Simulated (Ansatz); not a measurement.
# Resistivity from frozen vibrations: Al(111) with 4 thermally displaced layers, 2x2, part 2 of 2

How much do lattice vibrations at 500 K scatter the electrons of Al? Layers with random displacements are laid between perfect leads, and the resistance is followed against their length.

Ansatz 0.2.0; Ansatz plane-wave DFT, PBE, PAW files; ballistic transport by layer matching (Landauer), zero bias; PAW set soft_1.

So far, open channels per spin nearest the Fermi level: step 2 (with 4 displaced layers) 5.41.

### 3. With 8 displaced layers

Each atom of 8 layers is moved at random, by amounts drawn from a normal law 0.1226 Å wide in each direction from the Debye model (428 K) at 500 K. A fresh draw is used; the growth of the resistance with length is what counts.

System of this step: Al(111) with 8 thermally displaced layers, 2x2. The cell holds 56 atoms: 56 Al. Its edges and angles: a = 5.725 Å, b = 5.725 Å, c = 32.761 Å, α = 87.5°, β = 92.5°, γ = 120.0°. It derives from Al. Regions: lead, 24 atoms (24 Al); scattering region, 32 atoms (32 Al). The structure is stacked along c, and the current runs across the ab planes.

Contents of input.yaml:

```yaml
crystal:
  lattice:
    - [5.7246940741, 0.0, 0.0]
    - [-2.862347037, 4.957730497, 0.0]
    - [-1.4311735185, 0.8262884162, 32.7193519684]
  atoms:
    - { symbol: Al, position: [0.005952381, 0.994047619, 0.0357142857] }
    - { symbol: Al, position: [0.005952381, 0.494047619, 0.0357142857] }
    - { symbol: Al, position: [0.505952381, 0.994047619, 0.0357142857] }
    - { symbol: Al, position: [0.505952381, 0.494047619, 0.0357142857] }
    - { symbol: Al, position: [0.1845238095, 0.3154761905, 0.1071428571] }
    - { symbol: Al, position: [0.1845238095, 0.8154761905, 0.1071428571] }
    - { symbol: Al, position: [0.6845238095, 0.3154761905, 0.1071428571] }
    - { symbol: Al, position: [0.6845238095, 0.8154761905, 0.1071428571] }
    - { symbol: Al, position: [0.3630952381, 0.1369047619, 0.1785714286] }
    - { symbol: Al, position: [0.3630952381, 0.6369047619, 0.1785714286] }
    - { symbol: Al, position: [0.8630952381, 0.1369047619, 0.1785714286] }
    - { symbol: Al, position: [0.8630952381, 0.6369047619, 0.1785714286] }
    - { symbol: Al, position: [0.0967129453, 0.9906189069, 0.2513385918] }
    - { symbol: Al, position: [0.0161541137, 0.4578134178, 0.2524588701] }
    - { symbol: Al, position: [0.5192377733, 0.9678321954, 0.2516100828] }
    - { symbol: Al, position: [0.5415188735, 0.4294756361, 0.2475215495] }
    - { symbol: Al, position: [0.1975224001, 0.2497591984, 0.3279434883] }
    - { symbol: Al, position: [0.2135263525, 0.7880552774, 0.3204600709] }
    - { symbol: Al, position: [0.7708512858, 0.3120051554, 0.3238008354] }
    - { symbol: Al, position: [0.674135898, 0.780621235, 0.323989363] }
    - { symbol: Al, position: [0.413802266, 0.084778729, 0.3996816063] }
    - { symbol: Al, position: [0.3629495478, 0.5842541368, 0.3963594341] }
    - { symbol: Al, position: [0.9247263999, 0.1505708807, 0.3935632539] }
    - { symbol: Al, position: [0.8799065545, 0.5925384652, 0.3887701833] }
    - { symbol: Al, position: [0.0581832884, 0.9378396884, 0.4664625091] }
    - { symbol: Al, position: [0.0968221836, 0.4029111462, 0.4706123774] }
    - { symbol: Al, position: [0.5904177452, 0.9618077621, 0.4626646864] }
    - { symbol: Al, position: [0.5653671301, 0.4281497145, 0.4681490897] }
    - { symbol: Al, position: [0.2513249712, 0.2304109261, 0.530690659] }
    - { symbol: Al, position: [0.2327799351, 0.755855835, 0.539421321] }
    - { symbol: Al, position: [0.7397013525, 0.2169448796, 0.5389843225] }
    - { symbol: Al, position: [0.7201164455, 0.7260332742, 0.538040349] }
    - { symbol: Al, position: [0.3907658117, 0.075390139, 0.6049642831] }
    - { symbol: Al, position: [0.4360537568, 0.5634787165, 0.6078998899] }
    - { symbol: Al, position: [0.9408982416, 0.0458426262, 0.6124652388] }
    - { symbol: Al, position: [0.9612232941, 0.5856056383, 0.6115059318] }
    - { symbol: Al, position: [0.1404354642, 0.907722752, 0.6788545694] }
    - { symbol: Al, position: [0.0804018035, 0.3840468961, 0.6756891608] }
    - { symbol: Al, position: [0.5854771061, 0.893648502, 0.6764418892] }
    - { symbol: Al, position: [0.5783258459, 0.3609547624, 0.6795768024] }
    - { symbol: Al, position: [0.3156815448, 0.2410324716, 0.7499478817] }
    - { symbol: Al, position: [0.3320196784, 0.7422785776, 0.7543080211] }
    - { symbol: Al, position: [0.7564291884, 0.238493736, 0.7512720691] }
    - { symbol: Al, position: [0.8055658466, 0.7172709392, 0.7514336421] }
    - { symbol: Al, position: [0.4702380952, 0.0297619048, 0.8214285714] }
    - { symbol: Al, position: [0.4702380952, 0.5297619048, 0.8214285714] }
    - { symbol: Al, position: [0.9702380952, 0.0297619048, 0.8214285714] }
    - { symbol: Al, position: [0.9702380952, 0.5297619048, 0.8214285714] }
    - { symbol: Al, position: [0.1488095238, 0.8511904762, 0.8928571429] }
    - { symbol: Al, position: [0.1488095238, 0.3511904762, 0.8928571429] }
    - { symbol: Al, position: [0.6488095238, 0.8511904762, 0.8928571429] }
    - { symbol: Al, position: [0.6488095238, 0.3511904762, 0.8928571429] }
    - { symbol: Al, position: [0.3273809524, 0.1726190476, 0.9642857143] }
    - { symbol: Al, position: [0.3273809524, 0.6726190476, 0.9642857143] }
    - { symbol: Al, position: [0.8273809524, 0.1726190476, 0.9642857143] }
    - { symbol: Al, position: [0.8273809524, 0.6726190476, 0.9642857143] }
kpoints:
  mp_grid: { grid: [5, 5, 1] }
hamiltonian:
  xc: pbe
  pseudopotentials: { kind: paw, azcp: { folder: soft_1 } }
scf:
  occupations: { method: fermi_dirac, width: 0.1 }
output:
  transmission:
    leads: [[0, 4]]
    kmesh: [10, 10]
    e_range: [-0.05, 0.05]
    de: 0.05
  write_potential: true
  write_density: true
  volumetric_format: npy
```

The run is started by

```sh
$ ansatz run input.yaml --threads 8 --pin off --max-ram 15360MiB --backend cpu --events-out ev --progress --plain --runs-dir out
```

Numbers of over 12 decimals in the logs are rounded to 6 here.

What it wrote:

```text
[...]
Crystal: 56 atoms, lattice volume = 928.624 Å³
Basis set: ecut = 420 eV, 18271 PW (Γ)
Bands: 140, of which v1, the nominal top of the filled ones, is band 84 counted from 1 (83 counted from 0)
Symmetry: 1 space group operations
[...]
k-points: 13 of 25 (time reversal used)
[...]
SCF iter   1: F=—  HF=-30099.446100 eV  |F-HF|=—  |Δ(HF+E_count)|=         —  Δρ=2.48e-2  dr2=1.11e1  ethr=3.10e-3  ⟨swp⟩=6.8  Hψ=8787  notcnv=0  defer=63
[...]
SCF iter   7: F=-30096.570642 eV  HF=-30096.570642 eV  |F-HF|=2.81e-8  |Δ(HF+E_count)|=   2.39e-7  Δρ=1.48e-6  dr2=4.35e-8  ethr=5.95e-11  ⟨swp⟩=14.0  Hψ=7610  notcnv=0
SCF 1 converged in 7 iterations: F = -30096.570642 eV  dr2 = 4.35e-8
[...]
transmission: 216 of 2132 steps passed
transmission: 444 of 2132 steps passed
[...]
transmission: 2132 of 2132 steps passed
SCF converged after 7 iterations
Free energy (F): -30096.570642 eV
[...]
Internal energy: -30095.696662 eV  (E = F + TS)
E sigma→0 (E₀):  -30096.133652 eV
Entropy (-TS):   -0.873980 eV (-15.607 meV/atom)
Fermi energy:    7.922982 eV
[...]
--- Band table (eV; the first three rows and the last of 13) ---
  k-point 0: bands = [... 80 lower, 6.5264, 6.5552, 6.6483, 6.9636, 7.0129, 7.0958, 7.1250, 7.2604, ... 52 higher]
  k-point 1: bands = [... 80 lower, 6.9353, 7.0292, 7.0919, 7.2131, 7.2687, 7.5463, 7.6170, 7.6472, ... 52 higher]
  k-point 2: bands = [... 80 lower, 7.9797, 8.0143, 8.0750, 8.1133, 8.1315, 8.1473, 8.1876, 8.2603, ... 52 higher]
  k-point 12: bands = [... 80 lower, 7.7301, 7.8432, 7.8832, 7.9577, 7.9818, 8.0103, 8.0528, 8.1078, ... 52 higher]
--- Transmission ---
  basis      : 253 plane waves across, 41 finite elements along
  points     : 52, standing for a mesh of 10 x 10
[...]
channels       : 5.490000e0 a spin
[...]
junction   : crystal 0 to crystal 0, 0.70 to 31.08 Å
    transmission   : 4.507399e0 a spin
[...]
```

It took 8.9 min on 8 threads of Arm Neoverse N1, shared host; peak memory 4.9 GiB; 56 min of CPU time.

This step gave:

```yaml
free_energy: -30096.5706 eV
energy_at_zero_smearing: -30096.1337 eV
fermi_energy: 7.923 eV
transmission_per_spin_nearest_the_fermi_level: 4.507
open_channels_per_spin_nearest_the_fermi_level: 5.49
step_of_the_lead_s_potential: 7.8 meV
```

Per spin. The transmission, zone mean by energy, zero at the Fermi level:

```csv
energy (eV),"transmission, zone mean"
-0.0500,4.24
0.0000,4.51
0.0500,4.59
```

Over the solved energies the transmission per spin lies between 4.24 and 4.59, out of 5.41 channels of the lead on average (up to 5.59).

### 4. With 12 displaced layers

Each atom of 12 layers is moved at random, by amounts drawn from a normal law 0.1226 Å wide in each direction from the Debye model (428 K) at 500 K. A fresh draw is used; the growth of the resistance with length is what counts.

System of this step: Al(111) with 12 thermally displaced layers, 2x2. The cell holds 72 atoms: 72 Al. Its edges and angles: a = 5.725 Å, b = 5.725 Å, c = 42.068 Å, α = 90.0°, β = 90.0°, γ = 120.0°. It derives from Al. Regions: lead, 24 atoms (24 Al); scattering region, 48 atoms (48 Al). The structure is stacked along c, and the current runs across the ab planes.

Contents of input.yaml:

```yaml
crystal:
  lattice:
    - [5.7246940741, 0.0, 0.0]
    - [-2.862347037, 4.957730497, 0.0]
    - [0.0, 0.0, 42.0677382451]
  atoms:
    - { symbol: Al, position: [0.0, 0.0, 0.0277777778] }
    - { symbol: Al, position: [0.0, 0.5, 0.0277777778] }
    - { symbol: Al, position: [0.5, 0.0, 0.0277777778] }
    - { symbol: Al, position: [0.5, 0.5, 0.0277777778] }
    - { symbol: Al, position: [0.1666666667, 0.3333333333, 0.0833333333] }
    - { symbol: Al, position: [0.1666666667, 0.8333333333, 0.0833333333] }
    - { symbol: Al, position: [0.6666666667, 0.3333333333, 0.0833333333] }
    - { symbol: Al, position: [0.6666666667, 0.8333333333, 0.0833333333] }
    - { symbol: Al, position: [0.3333333333, 0.1666666667, 0.1388888889] }
    - { symbol: Al, position: [0.3333333333, 0.6666666667, 0.1388888889] }
    - { symbol: Al, position: [0.8333333333, 0.1666666667, 0.1388888889] }
    - { symbol: Al, position: [0.8333333333, 0.6666666667, 0.1388888889] }
    - { symbol: Al, position: [0.0024018472, 0.9911278521, 0.1889045666] }
    - { symbol: Al, position: [0.9877344732, 0.4801321721, 0.1975911958] }
    - { symbol: Al, position: [0.4948499091, 0.0020634668, 0.1919693572] }
    - { symbol: Al, position: [0.488926206, 0.4997149088, 0.1901172229] }
    - { symbol: Al, position: [0.1717926158, 0.3307112831, 0.2465457399] }
    - { symbol: Al, position: [0.121667226, 0.8460157118, 0.2491330729] }
    - { symbol: Al, position: [0.6524016009, 0.3274957153, 0.2552917901] }
    - { symbol: Al, position: [0.6666711341, 0.8354745159, 0.2456678328] }
    - { symbol: Al, position: [0.37993897, 0.1893464862, 0.3086637693] }
    - { symbol: Al, position: [0.3456835082, 0.6893258901, 0.3066362045] }
    - { symbol: Al, position: [0.8445792312, 0.1629045369, 0.3012617989] }
    - { symbol: Al, position: [0.8314431386, 0.6188354839, 0.3048565678] }
    - { symbol: Al, position: [0.982732169, 0.9742210467, 0.3628972724] }
    - { symbol: Al, position: [0.9903118261, 0.4892008452, 0.3626255233] }
    - { symbol: Al, position: [0.5069649694, 0.0343348532, 0.3621349763] }
    - { symbol: Al, position: [0.4658150227, 0.4519387941, 0.3573013412] }
    - { symbol: Al, position: [0.1893077522, 0.3320824276, 0.4158418617] }
    - { symbol: Al, position: [0.1859916839, 0.8016269198, 0.4149605179] }
    - { symbol: Al, position: [0.6637966297, 0.347827282, 0.4147336441] }
    - { symbol: Al, position: [0.6336955828, 0.7936548859, 0.4187914204] }
    - { symbol: Al, position: [0.3447030251, 0.1548908844, 0.4726980671] }
    - { symbol: Al, position: [0.2998292773, 0.6550036941, 0.4762364935] }
    - { symbol: Al, position: [0.8647944991, 0.2237776349, 0.4699289583] }
    - { symbol: Al, position: [0.8433394827, 0.6618338656, 0.4738705729] }
    - { symbol: Al, position: [0.9929093606, 0.9861274784, 0.5252502211] }
    - { symbol: Al, position: [0.0646808047, 0.4980880709, 0.5219028059] }
    - { symbol: Al, position: [0.4944953506, 0.0167607848, 0.5263211443] }
    - { symbol: Al, position: [0.5415133915, 0.5247787572, 0.5273339821] }
    - { symbol: Al, position: [0.1441385376, 0.3084951818, 0.5812941783] }
    - { symbol: Al, position: [0.1500160948, 0.8631053751, 0.5879673913] }
    - { symbol: Al, position: [0.6251703598, 0.3041227527, 0.578181273] }
    - { symbol: Al, position: [0.6076392679, 0.7565463242, 0.5800056259] }
    - { symbol: Al, position: [0.356824877, 0.1581218239, 0.6413784789] }
    - { symbol: Al, position: [0.3446270183, 0.7101894346, 0.6394692543] }
    - { symbol: Al, position: [0.8567028346, 0.2297612438, 0.6379436317] }
    - { symbol: Al, position: [0.8096853148, 0.6716577755, 0.638775754] }
    - { symbol: Al, position: [0.0114363948, 0.9772176949, 0.6967887602] }
    - { symbol: Al, position: [0.0100029373, 0.4834951219, 0.6949200098] }
    - { symbol: Al, position: [0.5112090881, 0.0579871397, 0.6923931325] }
    - { symbol: Al, position: [0.4771272448, 0.4736530456, 0.6934361178] }
    - { symbol: Al, position: [0.176030546, 0.3523126763, 0.7482215194] }
    - { symbol: Al, position: [0.1451822396, 0.7983184625, 0.7475895971] }
    - { symbol: Al, position: [0.7385316369, 0.3590723165, 0.7477235415] }
    - { symbol: Al, position: [0.625978132, 0.8092174397, 0.7499368098] }
    - { symbol: Al, position: [0.3248766742, 0.1482664648, 0.8018074839] }
    - { symbol: Al, position: [0.3693658871, 0.6778320931, 0.8044643573] }
    - { symbol: Al, position: [0.8220646292, 0.1535769527, 0.7970022156] }
    - { symbol: Al, position: [0.8225777392, 0.6402033729, 0.8026345178] }
    - { symbol: Al, position: [0.0, 0.0, 0.8611111111] }
    - { symbol: Al, position: [0.0, 0.5, 0.8611111111] }
    - { symbol: Al, position: [0.5, 0.0, 0.8611111111] }
    - { symbol: Al, position: [0.5, 0.5, 0.8611111111] }
    - { symbol: Al, position: [0.1666666667, 0.3333333333, 0.9166666667] }
    - { symbol: Al, position: [0.1666666667, 0.8333333333, 0.9166666667] }
    - { symbol: Al, position: [0.6666666667, 0.3333333333, 0.9166666667] }
    - { symbol: Al, position: [0.6666666667, 0.8333333333, 0.9166666667] }
    - { symbol: Al, position: [0.3333333333, 0.1666666667, 0.9722222222] }
    - { symbol: Al, position: [0.3333333333, 0.6666666667, 0.9722222222] }
    - { symbol: Al, position: [0.8333333333, 0.1666666667, 0.9722222222] }
    - { symbol: Al, position: [0.8333333333, 0.6666666667, 0.9722222222] }
kpoints:
  mp_grid: { grid: [5, 5, 1] }
hamiltonian:
  xc: pbe
  pseudopotentials: { kind: paw, azcp: { folder: soft_1 } }
scf:
  occupations: { method: fermi_dirac, width: 0.1 }
output:
  transmission:
    leads: [[0, 4]]
    kmesh: [10, 10]
    e_range: [-0.05, 0.05]
    de: 0.05
  write_potential: true
  write_density: true
  volumetric_format: npy
```

What it wrote:

```text
[...]
Crystal: 72 atoms, lattice volume = 1193.945 Å³
Basis set: ecut = 420 eV, 23469 PW (Γ)
Bands: 180, of which v1, the nominal top of the filled ones, is band 108 counted from 1 (107 counted from 0)
Symmetry: 1 space group operations
[...]
k-points: 13 of 25 (time reversal used)
[...]
SCF iter   1: F=—  HF=-38698.167419 eV  |F-HF|=—  |Δ(HF+E_count)|=         —  Δρ=2.54e-2  dr2=2.20e1  ethr=3.10e-3  ⟨swp⟩=6.5  Hψ=10977  notcnv=0  defer=115
[...]
SCF iter   8: F=-38694.123808 eV  HF=-38694.123808 eV  |F-HF|=3.64e-9  |Δ(HF+E_count)|=   1.85e-8  Δρ=4.36e-7  dr2=5.64e-9  ethr=4.63e-11  ⟨swp⟩=13.2  Hψ=9634  notcnv=0
SCF 1 converged in 8 iterations: F = -38694.123808 eV  dr2 = 5.64e-9
[...]
transmission: 288 of 2704 steps passed
transmission: 546 of 2704 steps passed
[...]
transmission: 2704 of 2704 steps passed
SCF converged after 8 iterations
Free energy (F): -38694.123808 eV
[...]
Internal energy: -38692.952997 eV  (E = F + TS)
E sigma→0 (E₀):  -38693.538402 eV
Entropy (-TS):   -1.170811 eV (-16.261 meV/atom)
Fermi energy:    7.921085 eV
[...]
--- Band table (eV; the first three rows and the last of 13) ---
  k-point 0: bands = [... 104 lower, 6.6439, 6.6971, 6.7527, 6.7638, 6.8212, 6.8390, 6.8606, 6.9041, ... 68 higher]
  k-point 1: bands = [... 104 lower, 6.9735, 7.0221, 7.0991, 7.1335, 7.1408, 7.1716, 7.2403, 7.4109, ... 68 higher]
  k-point 2: bands = [... 104 lower, 7.9428, 7.9782, 8.0049, 8.0479, 8.0685, 8.1135, 8.1222, 8.1981, ... 68 higher]
  k-point 12: bands = [... 104 lower, 7.7263, 7.8301, 7.8575, 7.8822, 7.9343, 7.9800, 8.0115, 8.0394, ... 68 higher]
--- Transmission ---
  basis      : 253 plane waves across, 52 finite elements along
  points     : 52, standing for a mesh of 10 x 10
[...]
channels       : 5.590000e0 a spin
[...]
junction   : crystal 0 to crystal 0, 0.70 to 40.43 Å
    transmission   : 4.115558e0 a spin
[...]
```

The job ended after 12 min (8 threads; peak memory 7.8 GiB; 75 min of CPU time).

This step gave:

- free energy: -38694.1238 eV
- energy at zero smearing: -38693.5384 eV
- Fermi energy: 7.921 eV
- transmission per spin nearest the Fermi level: 4.116
- open channels per spin nearest the Fermi level: 5.59
- step of the lead's potential: 7.7 meV

Per spin. Transmission, zone mean against energy, zero at the Fermi level:

| energy (eV) | transmission, zone mean |
| --- | --- |
| -0.0500 | 4.00 |
| 0.0000 | 4.12 |
| 0.0500 | 4.00 |

Over the solved energies the transmission per spin lies between 4.00 and 4.12, out of 5.48 channels of the lead on average (up to 5.59).

### 5. Resistance against length

This step: Ansatz plane-wave DFT, PBE, PAW files; ballistic transport by layer matching (Landauer), zero bias; resistivity from the slope of the area resistance; PAW set soft_1 (Ansatz 0.2.0).

This step gave:

```
resistivity           : 8.603 µΩ cm
intercept             : -0.006694 fΩ m²
scatter about the fit : 0.005222 fΩ m²
```

Resistance, by row:

```
run  length (Å)      T  channels N  RA (fΩ m²)
 n4       9.348  4.871        5.43     0.07742
 n8        18.7  4.446        5.41      0.1468
n12       28.05  4.038       5.477      0.2383
```

Area resistance against length of the displaced region:

```
length of the displaced region (Å)  area resistance (fΩ m²)
                              9.35                   0.0774
                             18.70                    0.147
                             28.05                    0.238
```

The area resistance goes from 0.077 to 0.24 fΩ m² between 9.3 and 28.0 Å, a slope of 8.6 µΩ cm.

By hand from the end points: (0.2383 − 0.07742) fΩ m² / (28.05 − 9.35) Å = 8.6 µΩ cm, since 1 fΩ m² per Å is 1000 µΩ cm.

### 6. Outcome

| Quantity | Value |
| --- | --- |
| resistivity from the slope | 8.60 µΩ cm |
| area resistance over 9.35 Å | 0.0774 fΩ m² |
| area resistance over 18.7 Å | 0.147 fΩ m² |
| area resistance over 28.0 Å | 0.238 fΩ m² |

In words: The slope gives 8.6 µΩ cm. The points scatter by 0.0052 fΩ m² about the line, with one random draw a length in a 2x2 cell, so the slope is a rough value. The mean square of the displacements drawn is 0.78, 0.99 and 1.2 of the nominal one at the three lengths; with each resistance scaled back by that, the slope is 5.5 µΩ cm, the value used below. The lead's own channel count moves between the runs (5.43, 5.41 and 5.48), which shifts RA and the slope too. Read with a model of isotropic scattering on a spherical Fermi surface and the lead's 1.5×10¹⁵ S/m², this slope means a mean free path near 103 Å; over these lengths the model's slope is 1.13 times its bulk resistivity, which would be 4.9 µΩ cm. Uncorrelated displacements put too much weight on short waves, which scatter strongly; with the sideways repeat of a small cell, one draw and three short lengths, the method is good to a factor of two or three. The measured value is 4.99 µΩ cm (CRC Handbook of Chemistry and Physics, 84th ed., 2003, Electrical Resistivity of Pure Metals); the scaled slope is 1.1 times that and the corrected value 0.98: fair for so small a cell.

[Logs are printed without paths, hosts, clocks, repeated set-up lines and the standing remarks that a program may print on its own settings, such as how far it seeks lower states.]

[Hosts, paths, dates, database ids (printed as entryN), source tags and the programs' standing remarks are cut or masked in the printed files.]
